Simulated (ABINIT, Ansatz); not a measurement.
**How the form of the self-energy moves the gap of CsGeCl3 (R3m)**

Aim: compare treatments of exchange, screening and correlation for the gap of CsGeCl3 (R3m).

Main program and level: ABINIT 10.8.3; LDA and many-body steps on it, plane waves.

## (1) The starting structure

Symmetry: R3m, No. 160, trigonal system. The conventional cell has a = 7.694 Å, b = 7.694 Å, c = 9.535 Å, α = 90.00°, β = 90.00°, γ = 120.00°. Nearest to Cs lie 12 Cl at 3.86 to 3.90 Å. Ge has 3 Cl at 2.37 Å nearest. Nearest to Cl lie 2 Ge at 2.37 to 3.10 Å and 4 Cs at 3.86 to 3.90 Å. Farther neighbours and most contacts between anions are not listed.

The cell and positions are those that the Materials Project relaxed with its own functionals (PBE, PBE+U or r2SCAN), kept fixed. Spin-orbit coupling is left out unless a step names it.

## (2) Empty states on the mesh, 2×2×2 mesh, 352 bands

This step: ABINIT 10.8.3; DFT, LDA, plane waves, norm-conserving pseudopotentials.

The sums over transitions need many empty states on a uniform mesh; this step solves for them.

Input file run.abi:

```
acell 3*1.0 Angstrom
rprim 
  3.846816390705 2.220960478697 3.178300533600
  -3.846816390705 2.220960478697 3.178300533600
  0.000000000000 -4.441920957394 3.178300533600
ntypat 3
znucl 55 32 17
natom 5
typat 1 2 3 3 3
xred 
  0.998403350000 0.998403350000 0.998403350000
  0.515533150000 0.515533150000 0.515533150000
  0.496712670000 0.496712670000 0.948638170000
  0.496712670000 0.948638170000 0.496712670000
  0.948638170000 0.496712670000 0.496712670000
pp_dirpath "pseudos"
pseudos "Cs.upf, Ge.upf, Cl.upf"
ecut 56
ngkpt 2 2 2
nshiftk 1
shiftk 0 0 0
kptopt 1
chksymbreak 0
iscf -2
irdden 1
istwfk *1
nband 352
nbdbuf 32
tolwfr 1e-09
nstep 60
prtvol 0
indata_prefix "in"
outdata_prefix "out"
tmpdata_prefix "tmp"
```

Run with:

```sh
$ OMP_NUM_THREADS=2 mpirun -n 4 abinit run.abi > log
```

Numbers of over 12 decimals in the logs are rounded to 6 here.

The program printed:

```text
.Version 10.8.3 of ABINIT. v10.8.2 released Aug 2026.

 Symmetries : space group R3 m (#160); Bravais hR (rhombohedral)
[... echo of the input left out ...]
== DATASET  1 ==================================================================
-   mpi_nproc: 4, omp_nthreads: 2 (-1 if OMP is not activated)

--- !DatasetInfo
iteration_state: {dtset: 1, }
dimensions: {natom: 5, nkpt: 4, mband: 352, nsppol: 1, nspinor: 1, nspden: 1, mpw: 22041, }
cutoff_energies: {ecut:  56.0, pawecutdg:  -1.0, }
[...]
3.08495    3.08496    3.09171    3.09171    3.11358    3.11701    3.11793    3.11807
   3.11987    3.11997    3.14407    3.14489    3.14862    3.14952    3.15057    3.15420
 prteigrs : prtvol=0 or 1, do not print more k-points.

== END DATASET(S) ==============================================================
================================================================================

 -outvars: echo values of variables after computation  --------
            nband         352
             nkpt           4
          spgroup         160
 [... the other variables as echoed above ...]

 Calculation completed.
```

The job ended after 4.8 min (4 MPI ranks of Arm Neoverse V2, shared host; peak memory 1 GiB).

Numbers from this step:

- gap: 1.977 eV
- k of the valence top: 0.5, 0.5, 0.5
- k of the conduction bottom: 0.5, 0.5, 0.5
- least direct gap: 1.977 eV
- k points computed: 4
- lowest point of the top converged band, above the valence top: 77.4812 eV

On this mesh the gap is 1.977 eV.

The density comes from a self-consistent run that is not shown.

## (3) Screening, 2×2×2 mesh, 146 bands, screening to 141.5 eV

The RPA dielectric matrix is built and inverted for each q.

This step: RPA screening on LDA, plane waves, norm-conserving pseudopotentials.

Edit run.abi of step 2 so:

```diff
@@ -23,10 +23,11 @@
 chksymbreak 0
-iscf -2
-irdden 1
 istwfk *1
-nband 352
-nbdbuf 32
-tolwfr 1e-09
-nstep 60
-prtvol 0
+occopt 1
+irdwfk 1
+optdriver 3
+nband 146
+ecuteps 5.2
+inclvkb 2
+awtr 1
+symchi 1
 indata_prefix "in"
```

Run with:

```sh
$ OMP_NUM_THREADS=1 mpirun -n 8 abinit run.abi > log
```

The program printed:

```text
.Version 10.8.3 of ABINIT. v10.8.2 released Aug 2026.

 Symmetries : space group R3 m (#160); Bravais hR (rhombohedral)
[... echo of the input left out ...]
== DATASET  1 ==================================================================
-   mpi_nproc: 8, omp_nthreads: 1 (-1 if OMP is not activated)

--- !DatasetInfo
iteration_state: {dtset: 1, }
dimensions: {natom: 5, nkpt: 4, mband: 146, nsppol: 1, nspinor: 1, nspden: 1, mpw: 22041, }
cutoff_energies: {ecut:  56.0, pawecutdg:  -1.0, }
electrons: {nelect:   5.20000000E+01, charge:   0.00000000E+00, occopt:   1.00000000E+00, tsmear:   1.00000000E-02, }

 SCREENING: Calculation of the susceptibility and dielectric matrices

 Based on a program developped by R.W. Godby, V. Olevano, G. Onida, and L. Reining.
 Incorporated in ABINIT by V. Olevano, G.-M. Rignanese, and M. Torrent.
.Using double precision arithmetic ; gwpc =  8

[... cell and pseudopotentials left out ...]
--------------------------------------------------------------------------------

 ==== K-mesh for the wavefunctions ====
 Number of points in the irreducible wedge :     4
[... list of points left out ...]
 Together with  6 symmetry operations and time-reversal symmetry
 yields     8 points in the full Brillouin Zone.

 ==== Q-mesh for the screening function ====
 Number of points in the irreducible wedge :     4
[... list of points left out ...]
 Together with  6 symmetry operations and time-reversal symmetry
 yields     8 points in the full Brillouin Zone.

 setmesh: FFT mesh size selected  =    45x   45x   45
          total number of points  =        91125

 vcoul_init : cutoff-mode = AUXILIARY_FUNCTION
 q-points for optical limit:   1
     1)      0.000010    0.000020    0.000030

- screening: taking advantage of time-reversal symmetry
- Maximum band index for partially occupied states nbvw = 26
- Remaining bands to be divided among processors   nbcw = 120
- Number of bands treated by each node ~15

 Number of electrons calculated from density =   52.0000; Expected =   52.0000
 average of density, n =  0.047295
 r_s =    1.7154
 omega_plasma =   20.9780 [eV]

 calculating chi0 at frequencies [eV] :
  1    0.000000E+00    0.000000E+00
  2    0.000000E+00    2.097803E+01

--------------------------------------------------------------------------------
  q-point number  1        q = ( 0.000000, 0.000000, 0.000000) [r.l.u.]
--------------------------------------------------------------------------------
[... chi0 elements left out ...]
 For q-point:  0.000010 0.000020 0.000030
  dielectric constant =   5.9573
  dielectric constant without local fields =   7.2291

  Average fulfillment of the sum rule on Im[epsilon] for q-point    1 :     47.82  [%]
[... wings left out ...]
  q-point number  2        q = ( 0.500000, 0.000000, 0.000000) [r.l.u.]
--------------------------------------------------------------------------------
[... chi0 elements left out ...]
  Average fulfillment of the sum rule on Im[epsilon] for q-point    2 :     52.50  [%]

 [... 2 further q-points ...]
```

The job ended after 44 s (8 MPI ranks; peak memory 4.7 GiB; 5.9 min of CPU time).

Numbers from this step:

```yaml
eps_infinity_with_local_fields_on_this_mesh_along_the_program_s_q_direction: 5.957
the_same_without_local_fields: 7.229
plasma_frequency: 20.98 eV
plane_waves_in_the_screening_matrix: 619
```

Local fields lower ε∞ by 18 %. On a Γ-centred mesh this coarse the value itself is usually too large, while a short band sum pulls it down.

## (4) G0W0, Godby-Needs plasmon pole

The self-energy is evaluated for the states that the input lists, and the levels follow from it, in one-shot runs by the linearised quasiparticle equation.

This step: G0W0 on LDA, plane waves, norm-conserving pseudopotentials.

Edit run.abi of step 3 so:

```diff
@@ -26,8 +26,17 @@
 irdwfk 1
-optdriver 3
+optdriver 4
 nband 146
+gwcalctyp 0
+ecutsigx 56
+symsigma 1
+nkptgw 2
+kptgw 
+  0.5000000000 0.5000000000 0.5000000000
+  0.0000000000 0.0000000000 0.0000000000
+bdgw 
+  25 28
+  24 29
 ecuteps 5.2
-inclvkb 2
-awtr 1
-symchi 1
+irdscr 1
+ppmodel 1
 indata_prefix "in"
```

The program printed:

```text
.Version 10.8.3 of ABINIT. v10.8.2 released Aug 2026.

 Symmetries : space group R3 m (#160); Bravais hR (rhombohedral)
[... echo of the input left out ...]
== DATASET  1 ==================================================================
-   mpi_nproc: 8, omp_nthreads: 1 (-1 if OMP is not activated)

--- !DatasetInfo
iteration_state: {dtset: 1, }
dimensions: {natom: 5, nkpt: 4, mband: 146, nsppol: 1, nspinor: 1, nspden: 1, mpw: 22041, }
cutoff_energies: {ecut:  56.0, pawecutdg:  -1.0, }
electrons: {nelect:   5.20000000E+01, charge:   0.00000000E+00, occopt:   1.00000000E+00, tsmear:   1.00000000E-02, }

 SIGMA: Calculation of the GW corrections

 Based on a program developped by R.W. Godby, V. Olevano, G. Onida, and L. Reining.
 Incorporated in ABINIT by V. Olevano, G.-M. Rignanese, and M. Torrent.
.Using double precision arithmetic ; gwpc =  8

[... cell and pseudopotentials left out ...]
--------------------------------------------------------------------------------

 ==== K-mesh for the wavefunctions ====
 Number of points in the irreducible wedge :     4
[... list of points left out ...]
 Together with  6 symmetry operations and time-reversal symmetry
 yields     8 points in the full Brillouin Zone.

 ==== Q-mesh for screening function ====
 Number of points in the irreducible wedge :     4
[... list of points left out ...]
 Together with  6 symmetry operations and time-reversal symmetry
 yields     8 points in the full Brillouin Zone.

 vcoul_init : cutoff-mode = AUXILIARY_FUNCTION
 q-points for optical limit:   1
     1)      0.000010    0.000020    0.000030
 setmesh: FFT mesh size selected  =    72x   72x   72
          total number of points  =       373248

 Number of electrons calculated from density =   52.0000; Expected =   52.0000
 average of density, n =  0.047295
 r_s =    1.7154
 omega_plasma =   20.9780 [eV]

 === KS Band Gaps ===
  >>>> For spin  1
   Minimum direct gap =   1.9771 [eV], located at k-point      :   0.5000  0.5000  0.5000
   Fundamental gap    =   1.9771 [eV], Top of valence bands at :   0.5000  0.5000  0.5000
                                       Bottom of conduction at :   0.5000  0.5000  0.5000
 SIGMA fundamental parameters:
 PLASMON POLE MODEL  1
 number of plane-waves for SigmaX                22041
 number of plane-waves for SigmaC and W            619
 number of plane-waves for wavefunctions         22041
 number of bands                                   146
 number of independent spin polarizations            1
 number of spinorial components                      1
 number of k-points in IBZ                           4
 number of q-points in IBZ                           4
 number of symmetry operations                       6
 number of k-points in BZ                            8
 number of q-points in BZ                            8
 number of frequencies for dSigma/dE                 9
 frequency step for dSigma/dE [eV]                0.25
 number of omega for Sigma on real axis              0
 max omega for Sigma on real axis  [eV]           0.00
 zcut for avoiding poles [eV]                     0.10

 EPSILON^-1 parameters (SCR file):
 dimension of the eps^-1 matrix on file            619
 dimension of the eps^-1 matrix used               619
 number of plane-waves for wavefunctions         22041
 number of bands                                   146
 number of q-points in IBZ                           4
 number of frequencies                               2
 number of real frequencies                          1
 number of imag frequencies                          1

 matrix elements of self-energy operator (all in [eV])

 Perturbative Calculation

--- !SelfEnergy_ee
iteration_state: {dtset: 1, }
kpoint     : [   0.500,    0.500,    0.500, ]
spin       : 1
KS_gap     :    1.977
QP_gap     :    3.624
Delta_QP_KS:    1.646
data: !SigmaeeData |
     Band     E0 <VxcDFT>   SigX SigC(E0)      Z dSigC/dE  Sig(E)    E-E0       E
       25  -0.190 -14.219 -18.514   3.080   0.772  -0.296 -15.156  -0.938  -1.128
       26   1.959 -14.764 -16.833   1.621   0.788  -0.269 -15.117  -0.353   1.606
       27   3.936 -11.282  -6.604  -3.078   0.809  -0.237  -9.989   1.293   5.229
       28   3.936 -11.282  -6.604  -3.078   0.809  -0.237  -9.989   1.293   5.229

--- !SelfEnergy_ee
iteration_state: {dtset: 1, }
kpoint     : [   0.000,    0.000,    0.000, ]
spin       : 1
KS_gap     :    5.520
QP_gap     :    7.225
Delta_QP_KS:    1.705
data: !SigmaeeData |
     Band     E0 <VxcDFT>   SigX SigC(E0)      Z dSigC/dE  Sig(E)    E-E0       E
       24  -0.526 -14.055 -18.275   3.037   0.772  -0.296 -14.968  -0.913  -1.440
       25  -0.526 -14.055 -18.275   3.037   0.772  -0.296 -14.968  -0.913  -1.440
       26  -0.340 -13.977 -17.781   2.748   0.774  -0.291 -14.795  -0.818  -1.158
       27   5.180  -7.348  -3.022  -3.270   0.840  -0.191  -6.461   0.887   6.067
       28   6.059  -7.267  -2.987  -3.149   0.841  -0.189  -6.316   0.951   7.010
       29   6.059  -7.267  -2.987  -3.149   0.841  -0.189  -6.316   0.951   7.010

== END DATASET(S) ==============================================================
================================================================================

 -outvars: echo values of variables after computation  --------
           etotal      0.0000000000E+00
            nband         146
             nkpt           4
          spgroup         160
 [... the other variables as echoed above ...]

 Calculation completed.
```

Run time: 17 s. Hardware: 8 MPI ranks; peak memory 2.9 GiB.

Numbers from this step:

* G0W0 gap on the points computed: 3.623 eV
* starting gap on the mesh: 1.977 eV
* k of the valence top: 0.5, 0.5, 0.5
* k of the conduction bottom: 0.5, 0.5, 0.5
* Z at the valence top: 0.788
* Z at the conduction bottom: 0.809
* least direct G0W0 gap on the computed points: 3.623 eV

The gap on the mesh goes from 1.98 eV to 3.62 eV, a correction of +1.65 eV.

(Continued in part 2 of 2.)

[Paths, hosts, dates, memory and timing lines, banners, echoed tables and standing remarks are left out of the program output.]

[Logs are printed without paths, hosts, clocks, repeated set-up lines and the standing remarks that a program may print on its own settings, such as how far it seeks lower states.]

[Runs of the session that timed out or met a known fault of the program may be left out.]

[Hosts, paths, dates, database ids (printed as entryN), source tags and the programs' standing remarks are cut or masked in the printed files.]

[G0W0 gaps are taken among the corrected bands and points alone; a level outside them can change the order at an edge.]

[Where Ansatz stands beside ABINIT at settings called matched, ABINIT's density can come from a denser mesh and the files from another edition; pairs whose starting gaps differed by over 0.03 eV were left out, so agreement reads better than it is.]
